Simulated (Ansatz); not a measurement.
# Meshes and cutoff for the phonons of CsH (Pm-3m)

Wanted: convergence of the phonons of CsH (Pm-3m) against cost.

Calculated with Ansatz 0.2.0; DFT LDA, scalar-relativistic, plane waves, PAW.

**1. Set-up**

The structure is cubic, space group Pm-3m (No. 221). The conventional cell has a = 3.639 Å, b = 3.639 Å, c = 3.639 Å, α = 90.00°, β = 90.00°, γ = 90.00°. Cs has 8 H at 3.15 Å nearest. Nearest to H lie 8 Cs at 3.15 Å. Farther neighbours are not listed.

As a file:

```cif
data_structure
_symmetry_space_group_name_H-M 'P 1'
_symmetry_Int_Tables_number 1
_cell_length_a 3.6386
_cell_length_b 3.6386
_cell_length_c 3.6386
_cell_angle_alpha 90.000
_cell_angle_beta 90.000
_cell_angle_gamma 90.000
_cell_volume 48.17
loop_
_atom_site_label
_atom_site_type_symbol
_atom_site_fract_x
_atom_site_fract_y
_atom_site_fract_z
_atom_site_occupancy
Cs1 Cs 0.00000 0.00000 0.00000 1
H2 H 0.50000 0.50000 0.50000 1
```

**2. Relaxing to small forces for the phonons**

Phonons need a cell at rest on their own settings, so the relaxation is repeated with tight tolerances on forces and stress, using the mesh and the filling of the phonon run that follows.

Contents of input.yaml:

```yaml
crystal:
  lattice:
    - [3.6385986822, 0.0, 0.0]
    - [0.0, 3.6385986822, 0.0]
    - [0.0, 0.0, 3.6385986822]
  atoms:
    - { symbol: Cs, position: [0.0, 0.0, 0.0] }
    - { symbol: H, position: [0.5, 0.5, 0.5] }
kpoints:
  mp_grid: { grid: [8, 8, 8] }
hamiltonian:
  xc: lda
scf:
  occupations: { method: fixed }
output:
  forces: true
  stress: true
  eigenvalues: true
relax:
  adjacent_minimum: "off"
  f_tol: 0.001
  max_steps: 60
  cell: { stress_tol: 0.01 }
```

On the command line:

```bash
ansatz run input.yaml --threads 4 --pin off --max-ram 7168MiB --backend cpu --events-out ev --progress --plain --runs-dir out
```

Numbers of over 12 decimals in the logs are rounded to 6 here.

Log:

```text
Engine: ansatz 0.2.0, x86_64-unknown-linux-gnu
Pseudopotentials: kind: paw
Pseudopotential: Cs, paw, valence charge 9, recommended cutoff 420 eV (normal), Cs.paw.azcp
Pseudopotential: H, paw, valence charge 1, recommended cutoff 420 eV (normal), H.paw.azcp
Functional definition: SPW92
  exchange = slater_x
  correlation = pw_c
Crystal: 2 atoms, lattice volume = 48.173 Å³
Basis set: ecut = 420 eV, 925 PW (Γ)
[...]
--- Relaxed structure (1 steps of the walk, 1 accepted, 1 SCFs on fresh bases) ---
  F+E_penalty+E_count = -5520.95844201 eV   max|allowed force component| = 2.958e-31 eV/Å   (the final SCF, on the basis selected at the relaxed cell)
  cell:  # Å, volume = 48.1729 Å³
    - [3.6385986822, 0.0, 0.0]
    - [0.0, 3.6385986822, 0.0]
    - [0.0, 0.0, 3.6385986822]
  atoms:
    - { symbol: Cs, position: [0.0, 0.0, 0.0] }
    - { symbol: H, position: [0.5, 0.5, 0.5] }
[key lines of the parts left out:]
SCF converged after 8 iterations
Free energy (F): -5520.958442 eV
Fermi energy:    5.325282 eV
P = ⅓ Tr σ = -0.0033 GPa (-0.033 kbar)
```

Run time: 1.5 s. Hardware: 4 threads of Intel Xeon 6975P-C (Granite Rapids), shared host; peak memory 0.37 GiB.

Little changed from the start: no atom moved by 0.005 Å and no cell edge by 0.1 %.

This step gave:

* pressure: -0.003313 GPa
* gap on the k-mesh: 2.420 eV
* volume per atom: 24.09 Å³
* direct gap on mesh: 2.420 eV

The forces vanish by symmetry and the pressure is -0.003 GPa, within the tolerances set. The cell now holds 24.09 Å³/atom.

**3. The dispersion**

Stability and thermal properties need the whole zone. Linear response on a 4×4×4 q mesh gives force constants as far as a supercell of that size would, and the tensors from the zone-centre run are typed in so that the long-range dipole term is interpolated apart.

input.yaml, the sections that differ from step 2:

```yaml
output:
  eigenvalues: true
phonons:
  method: dfpt
  qmesh: [4, 4, 4]
  temperatures: { t_max: 1000, t_step: 50 }
  qpath:
    path:
      - [[0.0, 0.0, 0.0], [0.0, 0.5, 0.0], [0.5, 0.5, 0.0], [0.0, 0.0, 0.0], [0.5, 0.5, 0.5], [0.0, 0.5, 0.0]]
      - [[0.5, 0.5, 0.5], [0.5, 0.5, 0.0]]
    npoints: 10
  non_analytic_term:
    high_frequency_dielectric_tensor: [[4.2015, 0.0, 0.0], [0.0, 4.2015, 0.0], [0.0, 0.0, 4.2015]]
    born_effective_charges:
      - { species: Cs, tensor: [[1.1643, 0.0, 0.0], [0.0, 1.1643, 0.0], [0.0, 0.0, 1.1643]] }
      - { species: H, tensor: [[-1.1643, 0.0, 0.0], [0.0, -1.1643, 0.0], [0.0, 0.0, -1.1643]] }
    source: "zone-centre run at this cell"
# crystal, kpoints, hamiltonian, scf: as in step 2
# relax: removed
```

Log:

```text
[...]
Crystal: 2 atoms, lattice volume = 48.173 Å³
Basis set: ecut = 420 eV, 925 PW (Γ), exchange–correlation on 50×50×50 points (8 copies of the dense FFT grid, shifted against one another)
Bands: 9, of which v1, the nominal top of the filled ones, is band 5 counted from 1 (4 counted from 0)
Symmetry: 48 space group operations
k-points: 35 of 512
[...]
SCF iter   1: F=—  HF=-5520.975967 eV  |F-HF|=—  |Δ(HF+E_count)|=         —  Δρ=9.05e-3  dr2=4.70e-2  ethr=1.77e-3  ⟨swp⟩=5.1  Hψ=2065  notcnv=0  defer=62
[...]
SCF iter   7: F=-5520.958442 eV  HF=-5520.958442 eV  |F-HF|=0.00e0  |Δ(HF+E_count)|=  1.55e-10  Δρ=7.62e-8  dr2=1.69e-12  ethr=1.00e-12  ⟨swp⟩=8.3  Hψ=2228  notcnv=0
SCF 1 converged in 7 iterations: F = -5520.958442 eV  dr2 = 1.69e-12
[...]
NSCF: frozen V_eff on 35 k-points
[...]
DFPT response loops at q = (0, 0, 0) (fractional): preconditioner auto → none (the input reference at scf.mixing.eps_inf says where Resta's filter doesn't serve); β = 0.50; Broyden in place of MSR1
[...]
SCF converged after 7 iterations
Free energy (F): -5520.958442 eV
[...]
Internal energy: -5520.958442 eV  (E = F + TS)
E sigma→0 (E₀):  -5520.958442 eV
Fermi energy:    5.325282 eV
[...]
--- Band table (eV; the first three rows and the last of 35) ---
[...]
--- Phonons (Γ-DFPT): 2 representative perturbations + reference (Σ response iterations 7) ---
  ASR residual: 1.807e-5 → 0.000e0 eV/Å²; symmetrization residual: 7.728e-8 eV/Å²
  ASR residual per site (eV/Å²): 1.81e-5 5.98e-6
  Γ frequencies (cm⁻¹): 0.00 0.00 0.00 416.09 416.09 416.09
--- Phonons (arbitrary-q DFPT): 10 irreducible q on the 4×4×4 mesh ---
  q = [0.0000, 0.0000, 0.0000] (star 1, of the zone-centre solve; hermiticity 2.43e-7, symmetrization 7.50e-14): -0.00 -0.00 0.00 416.09 416.09 416.09
  q = [0.0000, 0.0000, 0.2500] (star 6, 4 solved perturbations in 640 linear systems a pass and spin channel, the states on 200 of 512 k-point pairs; hermiticity 6.78e-8, symmetrization 1.11e-13): 26.11 26.11 68.66 460.56 460.56 716.78
[...]
q = [0.0000, 0.2500, -0.5000] (star 12, 6 solved perturbations on 200 of 512 k-point pairs; hermiticity 7.92e-8, symmetrization 5.10e-15): 30.17 66.18 91.87 455.48 494.19 617.58
[...]
sum rule: each row above includes the acoustic sum rule's correction from the zone centre's row sums; it moved no ω² by more than (1.27 cm⁻¹)²
  mesh force constants: q→R imaginary residual 2.03e-19; ASR residual 1.807e-5 → 0.000e0 eV/Å²; symmetrization residual 2.220e-15 eV/Å²
  interpolated dispersion: 63 rows × 6 modes
  density of states and harmonic sums: on the 20×20×20 q-mesh, interpolated from the force constants of a 4×4×4 supercell (with the dipole–dipole term of supplied tensors)
  largest difference from the sums on the solved wave vectors: F 9.79e-3 eV, S 1.39e-5 and C_V 3.99e-6 eV/K
  zero-point energy: 0.109557 eV/cell   skipped modes (ω ≤ 0): 3   left out of the sums: 6.25e-5 of the cell's modes: C_V's classical limit lies that fraction below 3 k_B per atom; for a crystal, a wire or a layer, F and S can be off by more, and a phonons.interpolated_qmesh denser along its periods is the remedy for the sampling
```

Elapsed: 37 s, on 4 threads; peak memory 0.69 GiB; 2.1 min of CPU time.

This step gave:

* sum-rule residual before enforcement: 1.81e-5 eV/Å²
* lowest frequency on the path: 0 cm⁻¹
* point group: m-3m
* highest frequency on the path or at a solved wavevector: 722.3 cm⁻¹
* mean frequency: 294.6 cm⁻¹
* Debye temperature (second moment): 705 K
* logarithmic mean frequency: 173.9 cm⁻¹
* highest optical mode at the zone centre (no LO-TO term): 416.1 cm⁻¹
* lowest optical zone-centre mode: 416.1 cm⁻¹
* lowest mode on the q mesh (acoustic modes at Γ apart): 26.11 cm⁻¹
* zero-point energy per atom: 54.78 meV
* heat capacity at 300 K: 19.90 J/(mol atoms K)
* vibrational entropy at 300 K: 32.41 J/(mol atoms K)
* edges of the widest gap between branches, on path and mesh: 96.5, 404.2 cm⁻¹

Frequencies (cm⁻¹) solved at each irreducible wavevector; negative means imaginary. Frequencies by wavevector, by row:

| q in reciprocal lattice units | star | mode 1 | mode 2 | mode 3 | mode 4 | mode 5 | mode 6 |
| --- | --- | --- | --- | --- | --- | --- | --- |
| 0 0 0 | 1 | 0 | 0 | 0 | 416.1 | 416.1 | 416.1 |
| 0 0 0.25 | 6 | 26.1 | 26.1 | 68.7 | 460.6 | 460.6 | 716.8 |
| 0 0 -0.5 | 3 | 31.9 | 31.9 | 96.5 | 497.5 | 497.5 | 722.3 |
| 0 0.25 0.25 | 12 | 28.7 | 63.3 | 73 | 459 | 464.2 | 654.5 |
| 0 0.25 -0.5 | 12 | 30.2 | 66.2 | 91.9 | 455.5 | 494.2 | 617.6 |
| 0 -0.5 -0.5 | 3 | 28 | 86.4 | 86.4 | 404.2 | 493.1 | 493.1 |
| 0.25 0.25 0.25 | 8 | 63.1 | 63.1 | 71.9 | 499.8 | 499.8 | 585 |
| 0.25 0.25 -0.5 | 12 | 61.8 | 65.7 | 87.9 | 463.5 | 532.6 | 575.6 |
| 0.25 -0.5 -0.5 | 6 | 61.2 | 83.3 | 83.3 | 511 | 535.7 | 535.7 |
| -0.5 -0.5 -0.5 | 1 | 79.9 | 79.9 | 79.9 | 572.6 | 572.6 | 572.6 |

Interpolated from a 4×4×4 q mesh, with the LO-TO term (at Γ the limit along the path; where Γ stands inside the path, tables give the limit on arrival). The phonon branches at the labelled points (cm⁻¹):

| point | branch 1 | branch 2 | branch 3 | branch 4 | branch 5 | branch 6 |
| --- | --- | --- | --- | --- | --- | --- |
| Γ | 0 | 0 | 0 | 416 | 416 | 709 |
| halfway | 26 | 26 | 69 | 461 | 461 | 717 |
| X | 32 | 32 | 96 | 498 | 498 | 722 |
| halfway | 30 | 66 | 92 | 456 | 494 | 618 |
| M | 28 | 86 | 86 | 404 | 493 | 493 |
| halfway | 29 | 63 | 73 | 459 | 464 | 654 |
| Γ | 0 | 0 | 0 | 416 | 416 | 709 |
| halfway | 63 | 63 | 72 | 500 | 500 | 585 |
| R | 80 | 80 | 80 | 573 | 573 | 573 |
| halfway | 62 | 66 | 88 | 464 | 533 | 576 |
| X | 32 | 32 | 96 | 498 | 498 | 722 |
| jump to R | 80 | 80 | 80 | 573 | 573 | 573 |
| halfway | 61 | 83 | 83 | 511 | 536 | 536 |
| M | 28 | 86 | 86 | 404 | 493 | 493 |

The phonon branches as a text plot (rows in cm⁻¹):

```
    707 |*********             ******                   **
    677 |         *           *      **                *
    647 |          *         *         *              *
    617 |                  **                        *
    587 |           *     *             *     **    *
    557 |            *                     ***  ****      ***
    527 |             *  *               ****     * **      **
    497 |     *************             *          *  ****   ****
    466 |   **    **       ****      ***            ****      *
    436 | **        **   **    **  **                          *
    406 |*            ***        **                             *
    376 |
    346 |
    316 |
    286 |
    256 |
    226 |
    196 |
    166 |
    135 |
    105 |      ******                                *****
     75 |   ***     ***********        **************     *******
     45 | **  ******          ***   ****             *****    ***
     15 |*****      ****************
         Γ      X      M          Γ            R        X|R     M
```

Symmetry leaves 10 wavevectors to solve. The lowest mode among them, the acoustic zeros apart, lies at q = (0, 0, 0.25) and is real, 26.1 cm⁻¹.

**4. Another q mesh, q mesh 2×2×2**

The q mesh is changed to 2×2×2, to see how far the force constants must reach.

Changes to input.yaml since step 3:

```diff
@@ -18,3 +18,3 @@
   method: dfpt
-  qmesh: [4, 4, 4]
+  qmesh: [2, 2, 2]
   temperatures: { t_max: 1000, t_step: 50 }
```

Log:

```text
[...]
Crystal: 2 atoms, lattice volume = 48.173 Å³
Basis set: ecut = 420 eV, 925 PW (Γ), exchange–correlation on 50×50×50 points (8 copies of the dense FFT grid, shifted against one another)
Bands: 9, of which v1, the nominal top of the filled ones, is band 5 counted from 1 (4 counted from 0)
Symmetry: 48 space group operations
k-points: 35 of 512
[...]
SCF iter   1: F=—  HF=-5520.975967 eV  |F-HF|=—  |Δ(HF+E_count)|=         —  Δρ=9.05e-3  dr2=4.70e-2  ethr=1.77e-3  ⟨swp⟩=5.1  Hψ=2065  notcnv=0  defer=62
[...]
SCF iter   7: F=-5520.958442 eV  HF=-5520.958442 eV  |F-HF|=0.00e0  |Δ(HF+E_count)|=  1.55e-10  Δρ=7.62e-8  dr2=1.69e-12  ethr=1.00e-12  ⟨swp⟩=8.3  Hψ=2228  notcnv=0
SCF 1 converged in 7 iterations: F = -5520.958442 eV  dr2 = 1.69e-12
[...]
SCF converged after 7 iterations
Free energy (F): -5520.958442 eV
[...]
Internal energy: -5520.958442 eV  (E = F + TS)
E sigma→0 (E₀):  -5520.958442 eV
Fermi energy:    5.325282 eV
[...]
--- Band table (eV; the first three rows and the last of 35) ---
[...]
ASR residual: 1.807e-5 → 0.000e0 eV/Å²; symmetrization residual: 7.728e-8 eV/Å²
  ASR residual per site (eV/Å²): 1.81e-5 5.98e-6
  Γ frequencies (cm⁻¹): 0.00 0.00 0.00 416.09 416.09 416.09
--- Phonons (arbitrary-q DFPT): 4 irreducible q on the 2×2×2 mesh ---
[...]
interpolated dispersion: 63 rows × 6 modes
[...]
```

Wall time 8.4 s (4 threads); peak memory 0.55 GiB.

This step gave:

- mean frequency: 294.8 cm⁻¹
- Debye temperature (second moment): 706 K
- logarithmic mean frequency: 172.8 cm⁻¹
- lowest mode on the q mesh (acoustic modes at Γ apart): 28.03 cm⁻¹
- zero-point energy per atom: 54.82 meV
- heat capacity at 300 K: 19.88 J/(mol atoms K)
- vibrational entropy at 300 K: 32.58 J/(mol atoms K)

Frequencies (cm⁻¹) solved at each irreducible wavevector; negative means imaginary. Frequencies by wavevector, by row:

| q in reciprocal lattice units | star | mode 1 | mode 2 | mode 3 | mode 4 | mode 5 | mode 6 |
| --- | --- | --- | --- | --- | --- | --- | --- |
| 0 0 0 | 1 | 0 | 0 | 0 | 416.1 | 416.1 | 416.1 |
| 0 0 -0.5 | 3 | 31.9 | 31.9 | 96.5 | 497.5 | 497.5 | 722.3 |
| 0 -0.5 -0.5 | 3 | 28 | 86.4 | 86.4 | 404.2 | 493.1 | 493.1 |
| -0.5 -0.5 -0.5 | 1 | 79.9 | 79.9 | 79.9 | 572.6 | 572.6 | 572.6 |

Interpolated from a 2×2×2 q mesh, rough between the solved points, with the LO-TO term (at Γ the limit along the path; where Γ stands inside the path, tables give the limit on arrival). Phonon branches along the path, in cm⁻¹:

| point | branch 1 | branch 2 | branch 3 | branch 4 | branch 5 | branch 6 |
| --- | --- | --- | --- | --- | --- | --- |
| Γ | 0 | 0 | 0 | 416 | 416 | 709 |
| halfway | 25 | 25 | 68 | 458 | 458 | 716 |
| X | 32 | 32 | 96 | 498 | 498 | 722 |
| halfway | 30 | 66 | 91 | 453 | 503 | 612 |
| M | 28 | 86 | 86 | 404 | 493 | 493 |
| halfway | 28 | 64 | 70 | 456 | 497 | 654 |
| Γ | 0 | 0 | 0 | 416 | 416 | 709 |
| halfway | 62 | 62 | 69 | 487 | 487 | 616 |
| R | 80 | 80 | 80 | 573 | 573 | 573 |
| halfway | 62 | 64 | 87 | 478 | 520 | 571 |
| X | 32 | 32 | 96 | 498 | 498 | 722 |
| jump to R | 80 | 80 | 80 | 573 | 573 | 573 |
| halfway | 60 | 83 | 83 | 497 | 534 | 534 |
| M | 28 | 86 | 86 | 404 | 493 | 493 |

The phonon branches as a text plot (rows in cm⁻¹):

```
    707 |*********             ******                   **
    677 |         *           *      **                *
    647 |          *         *         *              *
    617 |                  **           *            *
    587 |           *     *              **   **
    557 |            *                     ***  *****     ***
    527 |             *  *                 *      ***       **
    497 |     *****************         ***        * *****   ****
    466 |   **    **         ***     ***            ***
    436 | **        **   ****  *** **                         **
    406 |*            ***        **                             *
    376 |
    346 |
    316 |
    286 |
    256 |
    226 |
    196 |
    166 |
    135 |
    105 |      *****                                  ****
     75 |   ***     **********         ***************    *******
     45 |  *   *****          ***   ****             *****   ****
     15 |******     ****************
         Γ      X      M          Γ            R        X|R     M
```

The mean frequency is 294.8 cm⁻¹, +0.2 cm⁻¹ against the base run.

On this path the spectrum ends at 722 cm⁻¹ (at X). No branch goes imaginary on this path.

**5. Another q mesh, k-mesh 9×9×9, q mesh 3×3×3**

The q mesh is changed to 3×3×3, to see how far the force constants must reach; the k mesh is 9×9×9, against 8×8×8 in the base run, so that the q mesh divides it.

Changes to input.yaml since step 4:

```diff
@@ -9,3 +9,3 @@
 kpoints:
-  mp_grid: { grid: [8, 8, 8] }
+  mp_grid: { grid: [9, 9, 9] }
 hamiltonian:
@@ -18,3 +18,3 @@
   method: dfpt
-  qmesh: [2, 2, 2]
+  qmesh: [3, 3, 3]
   temperatures: { t_max: 1000, t_step: 50 }
```

Log:

```text
[...]
Crystal: 2 atoms, lattice volume = 48.173 Å³
Basis set: ecut = 420 eV, 925 PW (Γ), exchange–correlation on 50×50×50 points (8 copies of the dense FFT grid, shifted against one another)
Bands: 9, of which v1, the nominal top of the filled ones, is band 5 counted from 1 (4 counted from 0)
Symmetry: 48 space group operations
k-points: 35 of 729
[...]
E sigma→0 (E₀):  -5520.958458 eV
Fermi energy:    5.211826 eV
[...]
--- Band table (eV; the first three rows and the last of 35) ---
[...]
ASR residual: 3.294e-5 → 0.000e0 eV/Å²; symmetrization residual: 2.935e-7 eV/Å²
  ASR residual per site (eV/Å²): 1.72e-5 3.29e-5
  Γ frequencies (cm⁻¹): 0.00 0.00 0.00 416.24 416.24 416.24
--- Phonons (arbitrary-q DFPT): 4 irreducible q on the 3×3×3 mesh ---
[...]
interpolated dispersion: 63 rows × 6 modes
[...]
[key lines of the parts left out:]
SCF converged after 7 iterations
Free energy (F): -5520.958458 eV
```

Run time: 18 s. Hardware: 4 threads; peak memory 0.77 GiB; 63 s of CPU time.

Frequencies (cm⁻¹) solved at each irreducible wavevector; negative means imaginary. Frequencies by wavevector, by row:

| q in reciprocal lattice units | star | mode 1 | mode 2 | mode 3 | mode 4 | mode 5 | mode 6 |
| --- | --- | --- | --- | --- | --- | --- | --- |
| 0 0 0 | 1 | 0 | 0 | 0 | 416.2 | 416.2 | 416.2 |
| 0 0 0.3333 | 6 | 29.7 | 29.7 | 83.8 | 479.8 | 479.8 | 719.7 |
| 0 0.3333 0.3333 | 12 | 29.4 | 76 | 82.7 | 445 | 480.1 | 598.2 |
| 0.3333 0.3333 0.3333 | 8 | 72.9 | 72.9 | 77.9 | 529.6 | 535.7 | 535.7 |

The mean frequency is 294.7 cm⁻¹, +0.1 cm⁻¹ against the base run, whose k mesh differs too.

**6. Another q mesh, k-mesh 12×12×12, q mesh 6×6×6**

The q mesh is changed to 6×6×6, to see how far the force constants must reach; the k mesh is 12×12×12, against 8×8×8 in the base run, so that the q mesh divides it.

Changes to input.yaml since step 5:

```diff
@@ -9,3 +9,3 @@
 kpoints:
-  mp_grid: { grid: [9, 9, 9] }
+  mp_grid: { grid: [12, 12, 12] }
 hamiltonian:
@@ -18,3 +18,3 @@
   method: dfpt
-  qmesh: [3, 3, 3]
+  qmesh: [6, 6, 6]
   temperatures: { t_max: 1000, t_step: 50 }
```

Log:

```text
[...]
Crystal: 2 atoms, lattice volume = 48.173 Å³
Basis set: ecut = 420 eV, 925 PW (Γ), exchange–correlation on 50×50×50 points (8 copies of the dense FFT grid, shifted against one another)
Bands: 9, of which v1, the nominal top of the filled ones, is band 5 counted from 1 (4 counted from 0)
Symmetry: 48 space group operations
k-points: 84 of 1728
[...]
E sigma→0 (E₀):  -5520.958448 eV
Fermi energy:    5.325211 eV
[...]
--- Band table (eV; the first three rows and the last of 84) ---
[...]
ASR residual: 3.979e-5 → 0.000e0 eV/Å²; symmetrization residual: 3.638e-7 eV/Å²
  ASR residual per site (eV/Å²): 1.53e-5 3.98e-5
  Γ frequencies (cm⁻¹): 0.00 0.00 0.00 416.21 416.21 416.21
--- Phonons (arbitrary-q DFPT): 20 irreducible q on the 6×6×6 mesh ---
[...]
interpolated dispersion: 63 rows × 6 modes
[...]
[key lines of the parts left out:]
SCF converged after 7 iterations
Free energy (F): -5520.958448 eV
```

Run time: 4.3 min. Hardware: 4 threads; peak memory 2.1 GiB.

Frequencies (cm⁻¹) solved at each irreducible wavevector; negative means imaginary. Frequencies by wavevector, by row:

| q in reciprocal lattice units | star | mode 1 | mode 2 | mode 3 | mode 4 | mode 5 | mode 6 |
| --- | --- | --- | --- | --- | --- | --- | --- |
| 0 0 0 | 1 | 0 | 0 | 0 | 416.2 | 416.2 | 416.2 |
| 0 0 0.1667 | 6 | 20 | 20 | 48.7 | 439.5 | 439.5 | 713.3 |
| 0 0 0.3333 | 6 | 29.7 | 29.7 | 83.8 | 479.8 | 479.8 | 719.7 |
| 0 0 -0.5 | 3 | 31.9 | 31.9 | 96.5 | 497.5 | 497.5 | 722.3 |
| 0 0.1667 0.1667 | 12 | 24.5 | 46 | 55.2 | 443.9 | 450.2 | 688.6 |
| 0 0.1667 0.3333 | 24 | 29.6 | 51.9 | 82.9 | 469.1 | 476.7 | 674.9 |
| 0 0.1667 -0.5 | 12 | 31.1 | 52.1 | 94.3 | 477.4 | 495.6 | 671.6 |
| 0 0.3333 0.3333 | 12 | 29.4 | 76 | 82.7 | 445 | 480.1 | 598.2 |
| 0 0.3333 -0.5 | 12 | 29.2 | 77.3 | 89.2 | 431.3 | 493.3 | 558.8 |
| 0 -0.5 -0.5 | 3 | 28 | 86.4 | 86.4 | 404.3 | 493.2 | 493.2 |
| 0.1667 0.1667 0.1667 | 8 | 47.8 | 47.8 | 58.1 | 462.8 | 462.8 | 658.9 |
| 0.1667 0.1667 0.3333 | 24 | 49.3 | 53 | 81.7 | 464.3 | 497.8 | 635.9 |
| 0.1667 0.1667 -0.5 | 12 | 49.4 | 52.8 | 92.2 | 457.1 | 514 | 634.5 |
| 0.1667 0.3333 0.3333 | 24 | 49.6 | 75.1 | 80.7 | 480 | 499.6 | 575.7 |
| 0.1667 0.3333 -0.5 | 24 | 49 | 76 | 87.5 | 455.6 | 520 | 556.8 |
| 0.1667 -0.5 -0.5 | 6 | 48 | 84.9 | 84.9 | 466.4 | 515.2 | 515.2 |
| 0.3333 0.3333 0.3333 | 8 | 72.9 | 72.9 | 77.9 | 529.6 | 535.7 | 535.7 |
| 0.3333 0.3333 -0.5 | 12 | 71.7 | 74.2 | 83.7 | 510.1 | 552.4 | 554.9 |
| 0.3333 -0.5 -0.5 | 6 | 71.4 | 81.6 | 81.6 | 545.2 | 554.8 | 554.8 |
| -0.5 -0.5 -0.5 | 1 | 79.9 | 79.9 | 79.9 | 572.6 | 572.6 | 572.6 |

The mean frequency is 294.5 cm⁻¹, -0.1 cm⁻¹ against the base run, whose k mesh differs too.

[end of part 1 of 3]

[Logs are printed without paths, hosts, clocks, repeated set-up lines and the standing remarks that a program may print on its own settings, such as how far it seeks lower states.]

[Hosts, paths, dates, database ids (printed as entryN), source tags and the programs' standing remarks are cut or masked in the printed files.]
